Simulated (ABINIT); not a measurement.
# Quasiparticle gap of TiO2 (Rutile) in ABINIT, part 2 of 3

How does a plane-wave GW calculation on TiO2 (Rutile) run from the first input to the gap?

ABINIT 10.8.3; LDA and many-body steps on it, plane waves. Known limits of the many-body steps: not at the basis limit; coarse k mesh.

So far. Step 2 (Ground state): The gap is direct, at Γ.

### Step 3. Bands along the symmetry lines

Level of this step: DFT, LDA, plane waves, norm-conserving pseudopotentials (ABINIT).

Levels along a band path, at the cheap level, show where the edges lie and whether the meshes to come will hold them.

File run.abi:

```
acell 3*1.0 Angstrom
rprim 
  4.592200000000 0.000000000000 0.000000000000
  0.000000000000 4.592200000000 0.000000000000
  0.000000000000 0.000000000000 2.957400000000
ntypat 2
znucl 22 8
natom 6
typat 1 1 2 2 2 2
xred 
  0.000000000000 0.000000000000 0.000000000000
  0.500000000000 0.500000000000 0.500000000000
  0.304960000000 0.304960000000 0.000000000000
  0.195040000000 0.804960000000 0.500000000000
  0.695040000000 0.695040000000 0.000000000000
  0.804960000000 0.195040000000 0.500000000000
pp_dirpath "pseudos"
pseudos "Ti.upf, O.upf"
ecut 38
iscf -2
irdden 1
kptopt 0
nkpt 75
kpt 
  0.00000000 0.00000000 0.00000000
  0.00000000 0.06250000 0.00000000
  0.00000000 0.12500000 0.00000000
  0.00000000 0.18750000 0.00000000
  0.00000000 0.25000000 0.00000000
  0.00000000 0.31250000 0.00000000
  0.00000000 0.37500000 0.00000000
  0.00000000 0.43750000 0.00000000
  0.00000000 0.50000000 0.00000000
  0.06250000 0.50000000 0.00000000
  0.12500000 0.50000000 0.00000000
  0.18750000 0.50000000 0.00000000
  0.25000000 0.50000000 0.00000000
  0.31250000 0.50000000 0.00000000
  0.37500000 0.50000000 0.00000000
  0.43750000 0.50000000 0.00000000
  0.50000000 0.50000000 0.00000000
  0.43750000 0.43750000 0.00000000
  0.37500000 0.37500000 0.00000000
  0.31250000 0.31250000 0.00000000
  0.25000000 0.25000000 0.00000000
  0.18750000 0.18750000 0.00000000
  0.12500000 0.12500000 0.00000000
  0.06250000 0.06250000 0.00000000
  0.00000000 0.00000000 0.00000000
  0.00000000 0.00000000 0.06250000
  0.00000000 0.00000000 0.12500000
  0.00000000 0.00000000 0.18750000
  0.00000000 0.00000000 0.25000000
  0.00000000 0.00000000 0.31250000
  0.00000000 0.00000000 0.37500000
  0.00000000 0.00000000 0.43750000
  0.00000000 0.00000000 0.50000000
  0.00000000 0.06250000 0.50000000
  0.00000000 0.12500000 0.50000000
  0.00000000 0.18750000 0.50000000
  0.00000000 0.25000000 0.50000000
  0.00000000 0.31250000 0.50000000
  0.00000000 0.37500000 0.50000000
  0.00000000 0.43750000 0.50000000
  0.00000000 0.50000000 0.50000000
  0.06250000 0.50000000 0.50000000
  0.12500000 0.50000000 0.50000000
  0.18750000 0.50000000 0.50000000
  0.25000000 0.50000000 0.50000000
  0.31250000 0.50000000 0.50000000
  0.37500000 0.50000000 0.50000000
  0.43750000 0.50000000 0.50000000
  0.50000000 0.50000000 0.50000000
  0.43750000 0.43750000 0.50000000
  0.37500000 0.37500000 0.50000000
  0.31250000 0.31250000 0.50000000
  0.25000000 0.25000000 0.50000000
  0.18750000 0.18750000 0.50000000
  0.12500000 0.12500000 0.50000000
  0.06250000 0.06250000 0.50000000
  0.00000000 0.00000000 0.50000000
  0.00000000 0.50000000 0.00000000
  0.00000000 0.50000000 0.06250000
  0.00000000 0.50000000 0.12500000
  0.00000000 0.50000000 0.18750000
  0.00000000 0.50000000 0.25000000
  0.00000000 0.50000000 0.31250000
  0.00000000 0.50000000 0.37500000
  0.00000000 0.50000000 0.43750000
  0.00000000 0.50000000 0.50000000
  0.50000000 0.50000000 0.00000000
  0.50000000 0.50000000 0.06250000
  0.50000000 0.50000000 0.12500000
  0.50000000 0.50000000 0.18750000
  0.50000000 0.50000000 0.25000000
  0.50000000 0.50000000 0.31250000
  0.50000000 0.50000000 0.37500000
  0.50000000 0.50000000 0.43750000
  0.50000000 0.50000000 0.50000000
istwfk *1
nband 31
nbdbuf 2
tolwfr 1e-08
nstep 40
prtwf 0
prtvol 0
indata_prefix "in"
outdata_prefix "out"
tmpdata_prefix "tmp"
```

The run is started by

```sh
$ OMP_NUM_THREADS=1 mpirun -n 4 abinit run.abi > log
```

Numbers of over 12 decimals in the logs are rounded to 6 here.

The program printed:

```text
.Version 10.8.3 of ABINIT. v10.8.2 released Aug 2026.

 Symmetries : space group P4_2/m n m (#136); Bravais tP (primitive tetrag.)
[... echo of the input left out ...]
== DATASET  1 ==================================================================
-   mpi_nproc: 4, omp_nthreads: 1 (-1 if OMP is not activated)

--- !DatasetInfo
iteration_state: {dtset: 1, }
dimensions: {natom: 6, nkpt: 75, mband: 31, nsppol: 1, nspinor: 1, nspden: 1, mpw: 4748, }
cutoff_energies: {ecut:  38.0, pawecutdg:  -1.0, }
electrons: {nelect:   4.80000000E+01, charge:   0.00000000E+00, occopt:   1.00000000E+00, tsmear:   1.00000000E-02, }

 Real(R)+Recip(G) space primitive vectors, cartesian coordinates (Bohr,Bohr^-1):
 R(1)=  8.6780003  0.0000000  0.0000000  G(1)=  0.1152339  0.0000000  0.0000000
 R(2)=  0.0000000  8.6780003  0.0000000  G(2)=  0.0000000  0.1152339  0.0000000
 R(3)=  0.0000000  0.0000000  5.5886760  G(3)=  0.0000000  0.0000000  0.1789333
 Unit cell volume ucvol=  4.2087028E+02 bohr^3
 Angles (23,13,12)=  9.00000000E+01  9.00000000E+01  9.00000000E+01 degrees

 getcut: wavevector=  0.0000  0.0000  0.0000  ngfft=  50  50  32
         ecut(hartree)=     38.000   => boxcut(ratio)=   2.06340

--- Pseudopotential description ------------------------------------------------
- Ti Generated using ONCVPSP code by D. R. Hamann
- 22.00000  12.00000  180309                  znucl, zion, pspdat
12 -1012 2 -1 1568                            pspcod,pspxc,lmax,lloc,mmax
     nproj     2     2     2
  pspatm : epsatm=   14.84363209
         --- l  ekb(1:nproj) -->
             0   11.277028    1.250396
             1    1.832338   -0.094357
             2   -5.297893   -1.508002
 pspatm: atomic psp has been read  and splines computed

- O Generated using ONCVPSP code by D. R. Hamann
-  8.00000   6.00000  201201                  znucl, zion, pspdat
12 -1012 2 -1 926                             pspcod,pspxc,lmax,lloc,mmax
     nproj     2     2     1
  pspatm : epsatm=    6.27558587
         --- l  ekb(1:nproj) -->
[...]
2   -1.033686
 pspatm: atomic psp has been read  and splines computed

--------------------------------------------------------------------------------

================================================================================
 prteigrs : about to open file out_EIG
 Non-SCF case, kpt    1 (  0.00000  0.00000  0.00000), residuals and eigenvalues=
  8.85E-09  3.27E-09  3.40E-09  7.04E-09  3.40E-09  6.89E-09  8.49E-09  3.70E-09
  8.80E-09  7.42E-09  4.98E-09  9.30E-09  6.86E-09  7.54E-09  4.13E-09  4.44E-09
  8.11E-09  5.04E-09  4.52E-09  5.56E-09  8.13E-09  3.46E-09  3.06E-09  8.90E-09
  5.41E-09  9.59E-09  5.21E-09  4.52E-09  8.93E-09  3.90E-06  4.09E-06
 -1.8742E+00 -1.8735E+00 -1.0162E+00 -1.0162E+00 -1.0099E+00 -1.0099E+00
 -1.0087E+00 -1.0074E+00 -4.6454E-01 -4.1946E-01 -3.9074E-01 -3.9074E-01
[...]
9.2369E-02  9.2369E-02  1.4527E-01  1.4527E-01  1.6794E-01  1.6794E-01
  2.8736E-01  2.8736E-01  3.1074E-01  3.1074E-01  3.1080E-01  3.1080E-01
  4.1356E-01

--- !ResultsGS
iteration_state: {dtset: 1, }
comment   : Summary of ground state results
lattice_vectors:
- [  8.6780003,   0.0000000,   0.0000000, ]
- [  0.0000000,   8.6780003,   0.0000000, ]
- [  0.0000000,   0.0000000,   5.5886760, ]
lattice_lengths: [   8.67800,    8.67800,    5.58868, ]
lattice_angles: [ 90.000,  90.000,  90.000, ] # degrees, (23, 13, 12)
lattice_volume:   4.2087028E+02
convergence: {deltae:  0.000E+00, res2:  0.000E+00, residm:  9.995E-09, diffor:  0.000E+00, }
etotal    :  -1.85096270E+02
entropy   :   0.00000000E+00
fermie    :   1.92991521E-01
cartesian_stress_tensor: null
pressure_GPa: null
xred      :
- [  0.0000E+00,   0.0000E+00,   0.0000E+00, Ti]
- [  5.0000E-01,   5.0000E-01,   5.0000E-01, Ti]
- [  3.0496E-01,   3.0496E-01,   0.0000E+00,  O]
- [  1.9504E-01,   8.0496E-01,   5.0000E-01,  O]
- [  6.9504E-01,   6.9504E-01,   0.0000E+00,  O]
- [  8.0496E-01,   1.9504E-01,   5.0000E-01,  O]
cartesian_forces: null
force_length_stats: {min: null, max: null, mean: null, }

 Integrated electronic density in atomic spheres:
 ------------------------------------------------
 Atom  Sphere_radius  Integrated_density
[...]
================================================================================

 ----iterations are completed or convergence reached----

 Mean square residual over all n,k,spin=   61.745E-10; max=  99.946E-10
 reduced coordinates (array xred) for    6 atoms
[...]
0.695040000000      0.695040000000      0.000000000000
       0.804960000000      0.195040000000      0.500000000000

 cartesian coordinates (angstrom) at end:
    1      0.000000     0.000000     0.000000
    2      2.296100     2.296100     1.478700
    3      1.400437     1.400437     0.000000
    4      0.895663     3.696537     1.478700
    5      3.191763     3.191763     0.000000
    6      3.696537     0.895663     1.478700
 length scales=  1.889726125908  1.889726125908  1.889726125908 bohr
              =  1.000000000000  1.000000000000  1.000000000000 angstroms
 prteigrs : about to open file out_EIG
 Eigenvalues (hartree) for nkpt=  75  k points:
 kpt#   1, nband= 31, wtk=  1.00000, kpt=  0.0000  0.0000  0.0000 (reduced coord)
[...]
kpt#   2, nband= 31, wtk=  1.00000, kpt=  0.0000  0.0625  0.0000 (reduced coord)
[...]
kpt#   3, nband= 31, wtk=  1.00000, kpt=  0.0000  0.1250  0.0000 (reduced coord)
[...]
kpt#  74, nband= 31, wtk=  1.00000, kpt=  0.5000  0.5000  0.4375 (reduced coord)
[...]
0.28956    0.28956    0.30939    0.30939    0.30978    0.30978    0.41536
 kpt#  75, nband= 31, wtk=  1.00000, kpt=  0.5000  0.5000  0.5000 (reduced coord)
[...]
-0.41448   -0.41448   -0.40327   -0.40327    0.01608    0.01608    0.02281    0.02281
   0.06227    0.06227    0.09237    0.09237    0.14527    0.14527    0.16794    0.16794
   0.28736    0.28736    0.31074    0.31074    0.31080    0.31080    0.41356

== END DATASET(S) ==============================================================
================================================================================

 -outvars: echo values of variables after computation  --------
            nband          31
             nkpt          75
          spgroup         136
 [... the other variables as echoed above ...]

 Calculation completed.
```

It took 76 s on 4 MPI ranks of Arm Neoverse V2, shared host; peak memory 0.42 GiB.

This step gave:

```
gap                        : 1.836 eV
k of the valence top       : 0, 0, 0
k of the conduction bottom : 0, 0, 0
least direct gap           : 1.836 eV
```

The gap is 1.836 eV, as in the run before at this level.

Electronic bands along the path, in eV, zero at the top of the highest filled band:

| point | band 21 | band 22 | band 23 | band 24 | band 25 | band 26 | band 27 | band 28 |
| --- | --- | --- | --- | --- | --- | --- | --- | --- |
| Γ | -0.71 | -0.46 | -0.46 | 0.00 | 1.84 | 2.12 | 2.39 | 2.48 |
| halfway | -1.46 | -1.08 | -0.83 | -0.24 | 2.14 | 2.45 | 2.71 | 2.78 |
| X | -1.66 | -1.66 | -0.75 | -0.75 | 2.51 | 2.51 | 3.01 | 3.01 |
| halfway | -1.49 | -1.49 | -1.11 | -1.11 | 2.24 | 2.24 | 2.75 | 2.75 |
| M | -1.32 | -1.32 | -1.08 | -1.08 | 1.88 | 1.88 | 2.51 | 2.51 |
| halfway | -1.76 | -1.15 | -1.14 | -0.41 | 1.91 | 2.49 | 2.55 | 3.02 |
| Γ | -0.71 | -0.46 | -0.46 | 0.00 | 1.84 | 2.12 | 2.39 | 2.48 |
| halfway | -1.80 | -1.51 | -1.51 | -0.48 | 2.20 | 2.53 | 2.82 | 3.13 |
| Z | -2.43 | -2.43 | -1.44 | -1.44 | 2.97 | 2.97 | 3.16 | 3.16 |
| halfway | -1.82 | -1.82 | -1.64 | -1.64 | 2.43 | 2.43 | 3.17 | 3.17 |
| R | -2.08 | -2.08 | -1.05 | -1.05 | 1.86 | 1.86 | 3.19 | 3.19 |
| halfway | -1.55 | -1.55 | -0.89 | -0.89 | 2.13 | 2.13 | 3.20 | 3.20 |
| A | -1.30 | -1.30 | -0.68 | -0.68 | 2.57 | 2.57 | 3.20 | 3.20 |
| halfway | -1.88 | -1.59 | -1.40 | -1.22 | 2.07 | 2.76 | 3.17 | 3.18 |
| Z | -2.43 | -2.43 | -1.44 | -1.44 | 2.97 | 2.97 | 3.16 | 3.16 |
| jump to X | -1.66 | -1.66 | -0.75 | -0.75 | 2.51 | 2.51 | 3.01 | 3.01 |
| halfway | -2.00 | -2.00 | -0.86 | -0.86 | 2.54 | 2.54 | 3.18 | 3.18 |
| R | -2.08 | -2.08 | -1.05 | -1.05 | 1.86 | 1.86 | 3.19 | 3.19 |
| jump to M | -1.32 | -1.32 | -1.08 | -1.08 | 1.88 | 1.88 | 2.51 | 2.51 |
| halfway | -1.82 | -1.82 | -1.37 | -1.37 | 2.67 | 2.67 | 2.86 | 2.86 |
| A | -1.30 | -1.30 | -0.68 | -0.68 | 2.57 | 2.57 | 3.20 | 3.20 |

### Step 4. Empty states on the mesh, 4×4×4 mesh, 106 bands

The sums over transitions need many empty states on a uniform mesh; this step solves for them.

File run.abi:

```
acell 3*1.0 Angstrom
rprim 
  4.592200000000 0.000000000000 0.000000000000
  0.000000000000 4.592200000000 0.000000000000
  0.000000000000 0.000000000000 2.957400000000
ntypat 2
znucl 22 8
natom 6
typat 1 1 2 2 2 2
xred 
  0.000000000000 0.000000000000 0.000000000000
  0.500000000000 0.500000000000 0.500000000000
  0.304960000000 0.304960000000 0.000000000000
  0.195040000000 0.804960000000 0.500000000000
  0.695040000000 0.695040000000 0.000000000000
  0.804960000000 0.195040000000 0.500000000000
pp_dirpath "pseudos"
pseudos "Ti.upf, O.upf"
ecut 38
ngkpt 4 4 4
nshiftk 1
shiftk 0 0 0
kptopt 1
chksymbreak 0
iscf -2
irdden 1
istwfk *1
nband 106
nbdbuf 8
tolwfr 1e-09
nstep 60
prtvol 0
indata_prefix "in"
outdata_prefix "out"
tmpdata_prefix "tmp"
```

The program printed:

```text
.Version 10.8.3 of ABINIT. v10.8.2 released Aug 2026.

 Symmetries : space group P4_2/m n m (#136); Bravais tP (primitive tetrag.)
[... echo of the input left out ...]
== DATASET  1 ==================================================================
-   mpi_nproc: 4, omp_nthreads: 1 (-1 if OMP is not activated)

--- !DatasetInfo
iteration_state: {dtset: 1, }
dimensions: {natom: 6, nkpt: 18, mband: 106, nsppol: 1, nspinor: 1, nspden: 1, mpw: 4748, }
cutoff_energies: {ecut:  38.0, pawecutdg:  -1.0, }
electrons: {nelect:   4.80000000E+01, charge:   0.00000000E+00, occopt:   1.00000000E+00, tsmear:   1.00000000E-02, }

 Real(R)+Recip(G) space primitive vectors, cartesian coordinates (Bohr,Bohr^-1):
 R(1)=  8.6780003  0.0000000  0.0000000  G(1)=  0.1152339  0.0000000  0.0000000
 R(2)=  0.0000000  8.6780003  0.0000000  G(2)=  0.0000000  0.1152339  0.0000000
 R(3)=  0.0000000  0.0000000  5.5886760  G(3)=  0.0000000  0.0000000  0.1789333
 Unit cell volume ucvol=  4.2087028E+02 bohr^3
 Angles (23,13,12)=  9.00000000E+01  9.00000000E+01  9.00000000E+01 degrees

 getcut: wavevector=  0.0000  0.0000  0.0000  ngfft=  50  50  32
         ecut(hartree)=     38.000   => boxcut(ratio)=   2.06340

--- Pseudopotential description ------------------------------------------------
- Ti Generated using ONCVPSP code by D. R. Hamann
- 22.00000  12.00000  180309                  znucl, zion, pspdat
12 -1012 2 -1 1568                            pspcod,pspxc,lmax,lloc,mmax
     nproj     2     2     2
  pspatm : epsatm=   14.84363209
         --- l  ekb(1:nproj) -->
             0   11.277028    1.250396
             1    1.832338   -0.094357
             2   -5.297893   -1.508002
 pspatm: atomic psp has been read  and splines computed

- O Generated using ONCVPSP code by D. R. Hamann
-  8.00000   6.00000  201201                  znucl, zion, pspdat
12 -1012 2 -1 926                             pspcod,pspxc,lmax,lloc,mmax
     nproj     2     2     1
  pspatm : epsatm=    6.27558587
         --- l  ekb(1:nproj) -->
[...]
2   -1.033686
 pspatm: atomic psp has been read  and splines computed

--------------------------------------------------------------------------------

================================================================================
 prteigrs : about to open file out_EIG
 Non-SCF case, kpt    1 (  0.00000  0.00000  0.00000), residuals and eigenvalues=
  2.91E-10  3.47E-10  1.48E-10  5.15E-10  4.24E-10  8.58E-10  7.45E-10  7.68E-10
  7.74E-10  7.65E-11  8.88E-11  1.50E-10  1.83E-10  1.28E-10  2.04E-10  1.04E-10
  2.03E-10  9.93E-11  1.63E-10  1.73E-10  2.44E-10  1.95E-10  2.03E-10  2.20E-10
[...]
9.45E-06  1.93E-04
 -1.8742E+00 -1.8735E+00 -1.0162E+00 -1.0162E+00 -1.0099E+00 -1.0099E+00
 -1.0087E+00 -1.0074E+00 -4.6454E-01 -4.1946E-01 -3.9074E-01 -3.9074E-01
 -2.2032E-02 -5.9172E-03  8.2848E-03  5.1309E-02  5.1309E-02  9.7883E-02
[...]
2.1037E+00  2.1333E+00  2.1333E+00  2.1525E+00  2.1780E+00  2.1970E+00
  2.2361E+00  2.2361E+00  2.2510E+00  2.2615E+00  2.3138E+00  2.3496E+00
  2.3497E+00  2.3873E+00  2.3873E+00  2.4183E+00
 prteigrs : prtvol=0 or 1, do not print more k-points.

--- !ResultsGS
iteration_state: {dtset: 1, }
comment   : Summary of ground state results
lattice_vectors:
- [  8.6780003,   0.0000000,   0.0000000, ]
- [  0.0000000,   8.6780003,   0.0000000, ]
- [  0.0000000,   0.0000000,   5.5886760, ]
lattice_lengths: [   8.67800,    8.67800,    5.58868, ]
lattice_angles: [ 90.000,  90.000,  90.000, ] # degrees, (23, 13, 12)
lattice_volume:   4.2087028E+02
convergence: {deltae:  0.000E+00, res2:  0.000E+00, residm:  9.989E-10, diffor:  0.000E+00, }
etotal    :  -1.85096270E+02
entropy   :   0.00000000E+00
fermie    :   1.92991521E-01
cartesian_stress_tensor: null
pressure_GPa: null
xred      :
- [  0.0000E+00,   0.0000E+00,   0.0000E+00, Ti]
- [  5.0000E-01,   5.0000E-01,   5.0000E-01, Ti]
- [  3.0496E-01,   3.0496E-01,   0.0000E+00,  O]
- [  1.9504E-01,   8.0496E-01,   5.0000E-01,  O]
- [  6.9504E-01,   6.9504E-01,   0.0000E+00,  O]
- [  8.0496E-01,   1.9504E-01,   5.0000E-01,  O]
cartesian_forces: null
force_length_stats: {min: null, max: null, mean: null, }

 Integrated electronic density in atomic spheres:
 ------------------------------------------------
 Atom  Sphere_radius  Integrated_density
[...]
================================================================================

 ----iterations are completed or convergence reached----

 Mean square residual over all n,k,spin=   37.202E-11; max=  99.889E-11
 reduced coordinates (array xred) for    6 atoms
[...]
0.695040000000      0.695040000000      0.000000000000
       0.804960000000      0.195040000000      0.500000000000

 cartesian coordinates (angstrom) at end:
    1      0.000000     0.000000     0.000000
    2      2.296100     2.296100     1.478700
    3      1.400437     1.400437     0.000000
    4      0.895663     3.696537     1.478700
    5      3.191763     3.191763     0.000000
    6      3.696537     0.895663     1.478700
 length scales=  1.889726125908  1.889726125908  1.889726125908 bohr
              =  1.000000000000  1.000000000000  1.000000000000 angstroms
 prteigrs : about to open file out_EIG
 Eigenvalues (hartree) for nkpt=  18  k points:
 kpt#   1, nband=106, wtk=  0.01563, kpt=  0.0000  0.0000  0.0000 (reduced coord)
[...]
2.07373    2.10371    2.10371    2.13330    2.13330    2.15254    2.17799    2.19696
   2.23614    2.23614    2.25103    2.26148    2.31378    2.34965    2.34965    2.38730
   2.38732    2.41831
 prteigrs : prtvol=0 or 1, do not print more k-points.

== END DATASET(S) ==============================================================
================================================================================

 -outvars: echo values of variables after computation  --------
            nband         106
             nkpt          18
          spgroup         136
 [... the other variables as echoed above ...]

 Calculation completed.
```

Run time: 60 s. Hardware: 4 MPI ranks; peak memory 0.41 GiB.

Numbers from this step:

| Property | Result |
| --- | --- |
| gap | 1.836 eV |
| k of the valence top | 0, 0, 0 |
| k of the conduction bottom | 0, 0, 0 |
| least direct gap | 1.836 eV |
| k points computed | 18 |
| lowest point of the top converged band, above the valence top | 52.7384 eV |

On this mesh the gap is 1.836 eV.

(Part 2 of 3 ends here.)

[Paths, hosts, dates, memory and timing lines, banners, echoed tables and standing remarks are left out of the program output.]

[Logs are printed without paths, hosts, clocks, repeated set-up lines and the standing remarks that a program may print on its own settings, such as how far it seeks lower states.]

[Runs of the session that timed out or met a known fault of the program may be left out.]

[Hosts, paths, dates, database ids (printed as entryN), source tags and the programs' standing remarks are cut or masked in the printed files.]

[G0W0 gaps are taken among the corrected bands and points alone; a level outside them can change the order at an edge.]

[Where Ansatz stands beside ABINIT at settings called matched, ABINIT's density can come from a denser mesh and the files from another edition; pairs whose starting gaps differed by over 0.03 eV were left out, so agreement reads better than it is.]
